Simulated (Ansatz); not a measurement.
## Phonons of HfB (Fm-3m) against volume

Wanted: mode Grüneisen parameters of HfB (Fm-3m).

Main program and level: Ansatz 0.2.0; DFT PBEsol, scalar-relativistic, plane waves, PAW.

**1. Starting point**

It takes space group Fm-3m (No. 225, cubic). The conventional cell has a = 4.787 Å, b = 4.787 Å, c = 4.787 Å, α = 90.00°, β = 90.00°, γ = 90.00°. Nearest to Hf lie 6 B at 2.39 Å. Nearest to B lie 6 Hf at 2.39 Å. Farther neighbours are not listed.

Coordinates:

```cif
data_structure
_symmetry_space_group_name_H-M 'P 1'
_symmetry_Int_Tables_number 1
_cell_length_a 3.3851
_cell_length_b 3.3851
_cell_length_c 3.3851
_cell_angle_alpha 60.000
_cell_angle_beta 60.000
_cell_angle_gamma 60.000
_cell_volume 27.43
loop_
_atom_site_label
_atom_site_type_symbol
_atom_site_fract_x
_atom_site_fract_y
_atom_site_fract_z
_atom_site_occupancy
Hf1 Hf 0.50000 0.50000 0.50000 1
B2 B 0.00000 0.00000 0.00000 1
```

**2. Response at finite wavevector**

The cell comes from relaxations at this level that are not shown. Stability and thermal properties need the whole zone. Linear response on a 4×4×4 q mesh gives force constants as far as a supercell of that size would.

File input.yaml:

```yaml
crystal:
  lattice:
    - [0.0, 2.393636569, 2.393636569]
    - [2.393636569, 0.0, 2.393636569]
    - [2.393636569, 2.393636569, 0.0]
  atoms:
    - { symbol: Hf, position: [0.5, 0.5, 0.5] }
    - { symbol: B, position: [0.0, 0.0, 0.0] }
kpoints:
  mp_grid: { grid: [16, 16, 16] }
hamiltonian:
  xc: pbesol
scf:
  occupations: { method: methfessel_paxton, width: 0.15 }
output:
  eigenvalues: true
phonons:
  method: dfpt
  qmesh: [4, 4, 4]
  temperatures: { t_max: 1000, t_step: 50 }
  qpath:
    path:
      - [[0.0, 0.0, 0.0], [0.5, 0.0, 0.5], [0.625, 0.25, 0.625]]
      - [[0.375, 0.375, 0.75], [0.0, 0.0, 0.0], [0.5, 0.5, 0.5], [0.5, 0.25, 0.75], [0.5, 0.0, 0.5]]
    npoints: 10
```

The run is started by

```sh
> ansatz run input.yaml --threads 4 --pin off --max-ram 7168MiB --backend cpu --events-out ev --progress --plain --runs-dir out
```

Numbers of over 12 decimals in the logs are rounded to 6 here.

What it wrote:

```text
Engine: ansatz 0.2.0, aarch64-unknown-linux-gnu
Pseudopotentials: kind: paw
Pseudopotential: Hf, paw, valence charge 26, recommended cutoff 420 eV (normal), Hf.paw.azcp
Pseudopotential: B, paw, valence charge 3, recommended cutoff 420 eV (normal), B.paw.azcp
Functional definition: PBEsol
  exchange = pbesol_x
  correlation = pbesol_c
Crystal: 2 atoms, lattice volume = 27.429 Å³
Basis set: ecut = 420 eV, 531 PW (Γ), exchange–correlation on 48×48×48 points (8 copies of the dense FFT grid, shifted against one another)
Bands: 19, of which v1, the nominal top of the filled ones, is band 15 counted from 1 (14 counted from 0)
Symmetry: 48 space group operations
k-points: 145 of 4096
Non-local potential: Hf, projectors of the file, l = 0: 3, l = 1: 2, l = 2: 2, l = 3: 3
Non-local potential: B, projectors of the file, l = 0: 2, l = 1: 2, l = 2: 1
PAW form: soft (Blöchl's): semilocal exchange-correlation on the pseudo side does not see the compensation charge
PAW frozen core: Hf, regenerated for the run's functional, and the local potential with it (the file was generated under x = pbe(κ = 0.804, μ = 0.219515), c = pbe(β = 0.066725))
PAW frozen core: B, regenerated for the run's functional, and the local potential with it (the file was generated under x = pbe(κ = 0.804, μ = 0.219515), c = pbe(β = 0.066725))
PAW one-centre angular grid: Hf, 590 points (default); XC on 64 Gauss nodes
PAW one-centre angular grid: B, 110 points (default); XC on 64 Gauss nodes
Initial density: superposition of atomic densities (neutral atoms: chi_scale 0, normalization atom), corrected by the library's trained network
Initial wavefunctions: pseudopotential atomic-orbital guess
Functional: x = pbesol(κ = 0.804, μ = 0.123457), c = pbesol(β = 0.046)
SCF iter   1: F=—  HF=-15751.567449 eV  |F-HF|=—  |Δ(HF+E_count)|=         —  Δρ=5.46e-3  dr2=1.13e-2  ethr=1.77e-3  ⟨swp⟩=4.1  Hψ=10775  notcnv=0
preconditioner: auto → Kerker (q_TF=auto, 2.754 Å⁻¹)  [metal: Δε(μ)=0.044 eV  Ē_g=17.784 eV  σ=0.150 eV  W_gap=0.24  n_scr=14 (ndim 8)  ℏωp=36.8 eV  f_vac=0.000  D(μ)=0.80/eV (n_scr^D=8)]
SCF iter   2: F=—  HF=-15751.564867 eV  |F-HF|=—  |Δ(HF+E_count)|=   2.58e-3  S|Δr|=    0.00e0  Δρ=2.98e-3  dr2=3.34e-3  ethr=3.89e-5  ⟨swp⟩=1.0  Hψ=3916  notcnv=0
SCF iter   3: F=—  HF=-15751.563880 eV  |F-HF|=—  |Δ(HF+E_count)|=   9.87e-4  S|Δr|=    0.00e0  Δρ=5.66e-4  dr2=9.98e-5  ethr=1.15e-5  ⟨swp⟩=2.0  Hψ=3184  notcnv=0  defer=3
SCF iter   4: F=—  HF=-15751.563856 eV  |F-HF|=—  |Δ(HF+E_count)|=   2.38e-5  S|Δr|=    0.00e0  Δρ=2.94e-4  dr2=1.85e-5  ethr=3.44e-7  ⟨swp⟩=2.0  Hψ=4789  notcnv=0  defer=4
SCF iter   5: F=—  HF=-15751.563834 eV  |F-HF|=—  |Δ(HF+E_count)|=   2.17e-5  S|Δr|=    0.00e0  Δρ=1.04e-4  dr2=2.41e-6  ethr=6.37e-8  ⟨swp⟩=2.0  Hψ=3742  notcnv=0  defer=2
SCF iter   6: F=—  HF=-15751.563835 eV  |F-HF|=—  |Δ(HF+E_count)|=   5.08e-7  S|Δr|=    0.00e0  Δρ=2.84e-5  dr2=1.81e-7  ethr=8.32e-9  ⟨swp⟩=2.0  Hψ=3741  notcnv=0  defer=2
SCF iter   7: F=—  HF=-15751.563835 eV  |F-HF|=—  |Δ(HF+E_count)|=   3.59e-8  S|Δr|=    0.00e0  Δρ=5.06e-6  dr2=5.50e-9  ethr=6.24e-10  ⟨swp⟩=2.2  Hψ=4306  notcnv=0  defer=2
SCF iter   8: F=—  HF=-15751.563835 eV  |F-HF|=—  |Δ(HF+E_count)|=   1.13e-9  S|Δr|=    0.00e0  Δρ=1.07e-6  dr2=2.25e-10  ethr=1.90e-11  ⟨swp⟩=2.0  Hψ=4618  notcnv=0  defer=2
SCF iter   9: F=-15751.563835 eV  HF=-15751.563835 eV  |F-HF|=0.00e0  |Δ(HF+E_count)|=  1.44e-10  S|Δr|=    0.00e0  Δρ=1.40e-7  dr2=2.98e-12  ethr=1.00e-12  ⟨swp⟩=4.9  Hψ=14043  notcnv=0
SCF 1 converged in 9 iterations: F = -15751.563835 eV  dr2 = 2.98e-12
  greatest PAW one-centre occupation: 0.998 electrons in one spin orbital (limit 2), on the Hf atom at site 0 (counted from 0), in its partial waves of l = 3
phonons: the bands overlap, so this run is a metal and interpolates without the dipole-dipole term. If the crystal is really an insulator or semiconductor, its LO-TO splitting is missing
NSCF: frozen V_eff on 145 k-points
NSCF: frozen V_eff on 349 k-points
DFPT response loops at q = (0, 0, 0) (fractional): preconditioner auto → Kerker (q_TF=auto, 2.754 Å⁻¹) (partly filled bands, converged f_vac=0.000); β = 1.00, the filter's whole step (`scf.mixing.beta` (0.50) is not read by the response loops under this deck's `scf.mixing.preconditioner`; to damp them name `kerker` or `kerker_dos`, under which they read `scf.mixing.beta`, and type it under 1.00, their step now; both keys bind the ground state too); Broyden in place of MSR1
NSCF: frozen V_eff on 4352 k-points
DFPT response loops at q = (0, 0, 0.25) (fractional): mixed as the last ones told, above
NSCF: frozen V_eff on 2196 k-points
DFPT response loops at q = (0, 0, -0.5) (fractional): mixed as the last ones told, above
NSCF: frozen V_eff on 2320 k-points
DFPT response loops at q = (0, 0.25, 0.25) (fractional): mixed as the last ones told, above
NSCF: frozen V_eff on 8192 k-points
DFPT response loops at q = (0, 0.25, -0.5) (fractional): mixed as the last ones told, above
NSCF: frozen V_eff on 4352 k-points
DFPT response loops at q = (0, 0.25, -0.25) (fractional): mixed as the last ones told, above
NSCF: frozen V_eff on 1242 k-points
DFPT response loops at q = (0, -0.5, -0.5) (fractional): mixed as the last ones told, above
NSCF: frozen V_eff on 2320 k-points
DFPT response loops at q = (0.25, -0.5, -0.25) (fractional): mixed as the last ones told, above
SCF converged after 9 iterations
Stability not checked: this state was not tested for a lower state beside it, because cold or Methfessel-Paxton smearing, or corrected tetrahedra, fill the levels in a way that the test cannot read (fill_not_monotonic; see scf.lower_state_search)
Free energy (F): -15751.563835 eV
Harris-Foulkes:  -15751.563835 eV  (|F-HF|=0.00e0)
Internal energy: -15751.565222 eV  (E = F + TS)
E sigma→0 (E₀):  -15751.564182 eV
Entropy (-TS):   0.001387 eV (0.694 meV/atom)
Fermi energy:    17.398539 eV
Step filling:    the computed levels leave a gap of 0.0053 eV = 0.0 smearing widths at the electron count; against every level under it full and every level over it empty, smearing changes F+E_penalty+E_count by +0.390 meV and its σ→0 estimate by +0.043 meV
--- Per-component energies (eV) ---
  E_band       = 46.134091
  E_kinetic    = 471.001257
  E_local      = -5301.833751  (includes V_loc(G=0)·N_el)
  E_nonlocal   = -1225.394003
  E_hartree    = 2495.330915
  E_xc         = -329.764529
  E_vxc        = -304.220822  (∫ρ·V_xc dr)
  E_paw        = -6883.148366  (= ΣΔE_a)
  E_vpaw       = 1415.919525  (= ΣTr[D̂ρ^β])
  E_aug_tail   = -0.000004  (compensation charges beyond the density's cutoff)
  E_ewald      = -4979.022545
  E_core_change = 1.265803  (= ΣΔE_core)
  E_smearing   = 0.001387  (= −TS)
  E_closure    = 0.000000  (closes the sum)
  Σ components = -15751.563835   (vs F -15751.563835, Δ=0.00e0)
--- Band table (eV; the first three rows and the last of 145) ---
  k-point 0: bands = [... 11 lower, 8.1898, 19.4191, 19.4191, 19.4191, 21.1392, 21.1392, 21.1392, 21.1711]
  k-point 1: bands = [... 11 lower, 8.2897, 19.0515, 19.3597, 19.3597, 20.2706, 20.2706, 21.3233, 22.2982]
  k-point 2: bands = [... 11 lower, 8.5828, 18.2645, 18.8293, 18.8293, 20.1280, 20.1280, 21.6158, 23.5597]
  k-point 144: bands = [... 11 lower, 11.9093, 16.0285, 16.0285, 16.1609, 22.3888, 22.3888, 24.3051, 24.3599]
--- Phonons (Γ-DFPT): 2 representative perturbations + reference (Σ response iterations 6) ---
  ASR residual: 1.039e-5 → 0.000e0 eV/Å²; symmetrization residual: 2.146e-8 eV/Å²
  ASR residual per site (eV/Å²): 2.94e-6 1.04e-5
  Γ frequencies (cm⁻¹): 0.00 0.00 0.00 469.60 469.60 469.60
--- Phonons (arbitrary-q DFPT): 8 irreducible q on the 4×4×4 mesh ---
  q = [0.0000, 0.0000, 0.0000] (star 1, of the zone-centre solve; hermiticity 5.19e-9, symmetrization 4.39e-13): -0.00 -0.00 0.00 469.60 469.60 469.60
  q = [0.0000, 0.0000, 0.2500] (star 8, 2 solved perturbations on 2176 of 4096 k-point pairs; hermiticity 2.06e-8, symmetrization 2.61e-12): 100.03 100.03 129.15 483.05 483.05 508.70
  q = [0.0000, 0.0000, -0.5000] (star 4, 2 solved perturbations on 1098 of 4096 k-point pairs; hermiticity 1.88e-8, symmetrization 9.41e-9): 146.61 148.28 148.28 461.74 461.74 497.12
  q = [0.0000, 0.2500, 0.2500] (star 6, 4 solved perturbations in 3616 linear systems a pass and spin channel, the states on 1160 of 4096 k-point pairs; hermiticity 2.06e-8, symmetrization 2.21e-13): 74.31 74.31 149.05 490.41 500.97 500.97
  q = [0.0000, 0.2500, -0.5000] (star 24, 4 solved perturbations in 12544 linear systems a pass and spin channel, the states on 4096 of 4096 k-point pairs; hermiticity 8.03e-8, symmetrization 5.38e-9): 129.88 137.48 155.70 484.82 495.41 542.35
  q = [0.0000, 0.2500, -0.2500] (star 12, 4 solved perturbations in 6672 linear systems a pass and spin channel, the states on 2176 of 4096 k-point pairs; hermiticity 2.18e-8, symmetrization 1.99e-13): 111.06 145.33 147.83 451.11 490.35 518.38
  q = [0.0000, -0.5000, -0.5000] (star 3, 4 solved perturbations in 1940 linear systems a pass and spin channel, the states on 621 of 4096 k-point pairs; hermiticity 5.82e-8, symmetrization 2.87e-9): 120.69 120.69 159.26 488.73 488.73 575.85
  q = [0.2500, -0.5000, -0.2500] (star 6, 4 solved perturbations in 3498 linear systems a pass and spin channel, the states on 1160 of 4096 k-point pairs; hermiticity 4.86e-8, symmetrization 3.25e-9): 139.99 139.99 145.87 453.19 525.34 525.34
  sum rule: each row above includes the acoustic sum rule's correction from the zone centre's row sums; it moved no ω² by more than (0.51 cm⁻¹)²
  mesh force constants: q→R imaginary residual 3.34e-18; ASR residual 1.039e-5 → 0.000e0 eV/Å²; symmetrization residual 1.978e-15 eV/Å²
  interpolated dispersion: 62 rows × 6 modes
  density of states and harmonic sums: on the 24×24×24 q-mesh, interpolated from the force constants of a 4×4×4 supercell (no non-analytic term)
  largest difference from the sums on the solved wave vectors: F 1.23e-2 eV, S 1.63e-5 and C_V 4.02e-6 eV/K
  zero-point energy: 0.116849 eV/cell   skipped modes (ω ≤ 0): 3   left out of the sums: 3.62e-5 of the cell's modes: C_V's classical limit lies that fraction below 3 k_B per atom; for a crystal, a wire or a layer, F and S can be off by more, and a phonons.interpolated_qmesh denser along its periods is the remedy for the sampling
```

The job ended after 17 min (4 threads of Arm Neoverse N1, shared host; peak memory 4.7 GiB; 62 min of CPU time).

This step gave:

- volume per atom: 13.71 Å³
- gap on the k-mesh: 0 eV
- sum-rule residual before enforcement: 1.04e-5 eV/Å²
- lowest frequency on the path: 0 cm⁻¹
- point group: m-3m
- highest frequency on the path or at a solved wavevector: 575.9 cm⁻¹
- mean frequency: 314.2 cm⁻¹
- Debye temperature (second moment): 678 K
- logarithmic mean frequency: 251.4 cm⁻¹
- highest optical mode at the zone centre (no LO-TO term): 469.6 cm⁻¹
- lowest optical zone-centre mode: 469.6 cm⁻¹
- lowest mode on the q mesh (acoustic modes at Γ apart): 74.31 cm⁻¹
- zero-point energy per atom: 58.42 meV
- heat capacity at 300 K: 19.98 J/(mol atoms K)
- vibrational entropy at 300 K: 23.09 J/(mol atoms K)
- edges of the widest gap between branches, on path and mesh: 159.3, 451 cm⁻¹

Frequencies (cm⁻¹) solved at each irreducible wavevector; negative means imaginary. Frequencies by wavevector, by row:

| q in reciprocal lattice units | star | mode 1 | mode 2 | mode 3 | mode 4 | mode 5 | mode 6 |
| --- | --- | --- | --- | --- | --- | --- | --- |
| 0 0 0 | 1 | 0 | 0 | 0 | 469.6 | 469.6 | 469.6 |
| 0 0 0.25 | 8 | 100 | 100 | 129.2 | 483.1 | 483.1 | 508.7 |
| 0 0 -0.5 | 4 | 146.6 | 148.3 | 148.3 | 461.7 | 461.7 | 497.1 |
| 0 0.25 0.25 | 6 | 74.3 | 74.3 | 149.1 | 490.4 | 501 | 501 |
| 0 0.25 -0.5 | 24 | 129.9 | 137.5 | 155.7 | 484.8 | 495.4 | 542.4 |
| 0 0.25 -0.25 | 12 | 111.1 | 145.3 | 147.8 | 451.1 | 490.4 | 518.4 |
| 0 -0.5 -0.5 | 3 | 120.7 | 120.7 | 159.3 | 488.7 | 488.7 | 575.9 |
| 0.25 -0.5 -0.25 | 6 | 140 | 140 | 145.9 | 453.2 | 525.3 | 525.3 |

Symmetry leaves 8 wavevectors to solve. The lowest mode among them, the acoustic zeros apart, lies at q = (0, 0.25, 0.25) and is real, 74.3 cm⁻¹.

**3. Relaxing at another volume, volume ratio 0.97**

The volume is scaled by 0.97 and held; symmetry leaves nothing to relax, so this is a single point. The modes can then be followed against volume.

input.yaml, the sections that differ from step 2:

```yaml
crystal:
  lattice:
    - [0.0, 2.3694567687, 2.3694567687]
    - [2.3694567687, 0.0, 2.3694567687]
    - [2.3694567687, 2.3694567687, 0.0]
  atoms:
    - { symbol: Hf, position: [0.5, 0.5, 0.5] }
    - { symbol: B, position: [0.0, 0.0, 0.0] }
output:
  forces: true
  stress: true
  eigenvalues: true
# kpoints, hamiltonian, scf: as in step 2
# phonons: removed
```

What it wrote:

```text
[...]
Crystal: 2 atoms, lattice volume = 26.606 Å³
Basis set: ecut = 420 eV, 531 PW (Γ), exchange–correlation on 48×48×48 points (8 copies of the dense FFT grid, shifted against one another)
Bands: 19, of which v1, the nominal top of the filled ones, is band 15 counted from 1 (14 counted from 0)
Symmetry: 48 space group operations
[...]
k-points: 145 of 4096
[...]
--- Band table (eV; the first three rows and the last of 145) ---
  k-point 0: bands = [... 11 lower, 8.6747, 20.0365, 20.0365, 20.0365, 21.8175, 21.8175, 21.8175, 21.8657]
  k-point 1: bands = [... 11 lower, 8.7786, 19.6623, 19.9783, 19.9783, 20.9278, 20.9278, 22.0090, 23.0198]
  k-point 2: bands = [... 11 lower, 9.0827, 18.8635, 19.4411, 19.4411, 20.7742, 20.7742, 22.3154, 24.3208]
  k-point 144: bands = [... 11 lower, 12.4635, 16.6211, 16.6211, 16.7357, 23.1192, 23.1192, 25.1806, 25.1901]
[key lines of the parts left out:]
SCF converged after 7 iterations
Free energy (F): -15751.549298 eV
Fermi energy:    17.987046 eV
P = ⅓ Tr σ = 5.7986 GPa (57.986 kbar)
```

The job ended after 2.3 s (4 threads; peak memory 0.37 GiB; 7.2 s of CPU time).

This step gave:

| Item | Value |
| --- | --- |
| pressure | 5.799 GPa |
| volume per atom | 13.30 Å³ |

The run ends at a pressure of 5.80 GPa.

**4. Phonons at the other volume, volume ratio 0.97**

The phonons are repeated at this volume on the same k and q meshes.

input.yaml, the sections that differ from step 3:

```yaml
output:
  eigenvalues: true
phonons:
  method: dfpt
  qmesh: [4, 4, 4]
  temperatures: { t_max: 1000, t_step: 50 }
  qpath:
    path:
      - [[0.0, 0.0, 0.0], [0.5, 0.0, 0.5], [0.625, 0.25, 0.625]]
      - [[0.375, 0.375, 0.75], [0.0, 0.0, 0.0], [0.5, 0.5, 0.5], [0.5, 0.25, 0.75], [0.5, 0.0, 0.5]]
    npoints: 10
# crystal, kpoints, hamiltonian, scf: as in step 3
```

What it wrote:

```text
[...]
Crystal: 2 atoms, lattice volume = 26.606 Å³
Basis set: ecut = 420 eV, 531 PW (Γ), exchange–correlation on 48×48×48 points (8 copies of the dense FFT grid, shifted against one another)
Bands: 19, of which v1, the nominal top of the filled ones, is band 15 counted from 1 (14 counted from 0)
Symmetry: 48 space group operations
k-points: 145 of 4096
[...]
SCF iter   1: F=—  HF=-15751.553017 eV  |F-HF|=—  |Δ(HF+E_count)|=         —  Δρ=5.62e-3  dr2=1.14e-2  ethr=1.77e-3  ⟨swp⟩=4.3  Hψ=10811  notcnv=0
[...]
SCF iter  10: F=-15751.549298 eV  HF=-15751.549298 eV  |F-HF|=3.64e-12  |Δ(HF+E_count)|=  3.64e-11  S|Δr|=    0.00e0  Δρ=3.76e-8  dr2=1.76e-13  ethr=1.00e-12  ⟨swp⟩=5.9  Hψ=12282  notcnv=0
SCF 1 converged in 10 iterations: F = -15751.549298 eV  dr2 = 1.76e-13
[...]
NSCF: frozen V_eff on 145 k-points
[...]
SCF converged after 10 iterations
[...]
Free energy (F): -15751.549298 eV
[...]
Internal energy: -15751.550524 eV  (E = F + TS)
E sigma→0 (E₀):  -15751.549605 eV
Entropy (-TS):   0.001225 eV (0.613 meV/atom)
Fermi energy:    17.987042 eV
[...]
--- Band table (eV; the first three rows and the last of 145) ---
  k-point 0: bands = [... 11 lower, 8.6747, 20.0365, 20.0365, 20.0365, 21.8175, 21.8175, 21.8175, 21.8657]
  k-point 1: bands = [... 11 lower, 8.7787, 19.6623, 19.9783, 19.9783, 20.9278, 20.9278, 22.0090, 23.0198]
  k-point 2: bands = [... 11 lower, 9.0827, 18.8635, 19.4411, 19.4411, 20.7741, 20.7741, 22.3154, 24.3208]
  k-point 144: bands = [... 11 lower, 12.4635, 16.6211, 16.6211, 16.7357, 23.1192, 23.1192, 25.1806, 25.1901]
[...]
ASR residual: 6.914e-6 → 0.000e0 eV/Å²; symmetrization residual: 4.411e-8 eV/Å²
  ASR residual per site (eV/Å²): 6.91e-6 6.30e-6
  Γ frequencies (cm⁻¹): 0.00 0.00 0.00 491.87 491.87 491.87
--- Phonons (arbitrary-q DFPT): 8 irreducible q on the 4×4×4 mesh ---
[...]
interpolated dispersion: 62 rows × 6 modes
[...]
```

Elapsed: 17 min, on 4 threads; peak memory 4.6 GiB; 62 min of CPU time.

Numbers from this step:

- sum-rule residual before enforcement: 6.91e-6 eV/Å²
- highest frequency on the path or at a solved wavevector: 598.5 cm⁻¹
- mean frequency: 326.6 cm⁻¹
- Debye temperature (second moment): 705 K
- logarithmic mean frequency: 261.1 cm⁻¹
- highest optical mode at the zone centre (no LO-TO term): 491.9 cm⁻¹
- lowest optical zone-centre mode: 491.9 cm⁻¹
- lowest mode on the q mesh (acoustic modes at Γ apart): 74.96 cm⁻¹
- zero-point energy per atom: 60.74 meV
- heat capacity at 300 K: 19.67 J/(mol atoms K)
- vibrational entropy at 300 K: 22.34 J/(mol atoms K)
- edges of the widest gap between branches, on path and mesh: 164.5, 468.6 cm⁻¹

Frequencies (cm⁻¹) solved at each irreducible wavevector; negative means imaginary. Frequencies by wavevector, by row:

| q in reciprocal lattice units | star | mode 1 | mode 2 | mode 3 | mode 4 | mode 5 | mode 6 |
| --- | --- | --- | --- | --- | --- | --- | --- |
| 0 0 0 | 1 | 0 | 0 | 0 | 491.9 | 491.9 | 491.9 |
| 0 0 0.25 | 8 | 104.5 | 104.5 | 135 | 505 | 505 | 527.5 |
| 0 0 -0.5 | 4 | 155.8 | 155.8 | 156.1 | 480.2 | 480.2 | 510.3 |
| 0 0.25 0.25 | 6 | 75 | 75 | 156.9 | 508 | 523 | 523 |
| 0 0.25 -0.5 | 24 | 134.1 | 142.3 | 161.9 | 505.6 | 515.6 | 562.4 |
| 0 0.25 -0.25 | 12 | 113.2 | 153.8 | 155.1 | 468.9 | 505.4 | 540.4 |
| 0 -0.5 -0.5 | 3 | 122.5 | 122.5 | 164.5 | 509 | 509 | 598.5 |
| 0.25 -0.5 -0.25 | 6 | 143.3 | 143.3 | 153.7 | 468.6 | 547 | 547 |

The highest optical mode at the zone centre (no LO-TO term) is 491.9 cm⁻¹, +22.3 cm⁻¹ against the base run.

**5. Relaxing at another volume, volume ratio 1.03**

The volume is scaled by 1.03 and held; symmetry leaves nothing to relax, so this is a single point. The modes can then be followed against volume.

input.yaml, the sections that differ from step 4:

```yaml
crystal:
  lattice:
    - [0.0, 2.4173374824, 2.4173374824]
    - [2.4173374824, 0.0, 2.4173374824]
    - [2.4173374824, 2.4173374824, 0.0]
  atoms:
    - { symbol: Hf, position: [0.5, 0.5, 0.5] }
    - { symbol: B, position: [0.0, 0.0, 0.0] }
output:
  forces: true
  stress: true
  eigenvalues: true
# kpoints, hamiltonian, scf: as in step 4
# phonons: removed
```

What it wrote:

```text
[...]
Crystal: 2 atoms, lattice volume = 28.252 Å³
Basis set: ecut = 420 eV, 537 PW (Γ), exchange–correlation on 48×48×48 points (8 copies of the dense FFT grid, shifted against one another)
Bands: 19, of which v1, the nominal top of the filled ones, is band 15 counted from 1 (14 counted from 0)
Symmetry: 48 space group operations
[...]
k-points: 145 of 4096
[...]
--- Band table (eV; the first three rows and the last of 145) ---
  k-point 0: bands = [... 11 lower, 7.7357, 18.8332, 18.8332, 18.8332, 20.4981, 20.4981, 20.4981, 20.5125]
  k-point 1: bands = [... 11 lower, 7.8320, 18.4722, 18.7727, 18.7727, 19.6481, 19.6481, 20.6745, 21.6151]
  k-point 2: bands = [... 11 lower, 8.1150, 17.6970, 18.2498, 18.2498, 19.5151, 19.5151, 20.9530, 22.8393]
  k-point 144: bands = [... 11 lower, 11.3871, 15.4710, 15.4710, 15.6174, 21.6970, 21.6970, 23.4776, 23.5738]
[key lines of the parts left out:]
SCF converged after 7 iterations
Free energy (F): -15751.550635 eV
Fermi energy:    16.844052 eV
P = ⅓ Tr σ = -5.0146 GPa (-50.146 kbar)
```

Wall time 2 s (4 threads); peak memory 0.37 GiB.

Numbers from this step:

```yaml
pressure: -5.015 GPa
volume_per_atom: 14.13 Å³
```

The run ends at a pressure of -5.01 GPa.

[end of part 1 of 2]

[Logs are printed without paths, hosts, clocks, repeated set-up lines and the standing remarks that a program may print on its own settings, such as how far it seeks lower states.]

[Hosts, paths, dates, database ids (printed as entryN), source tags and the programs' standing remarks are cut or masked in the printed files.]
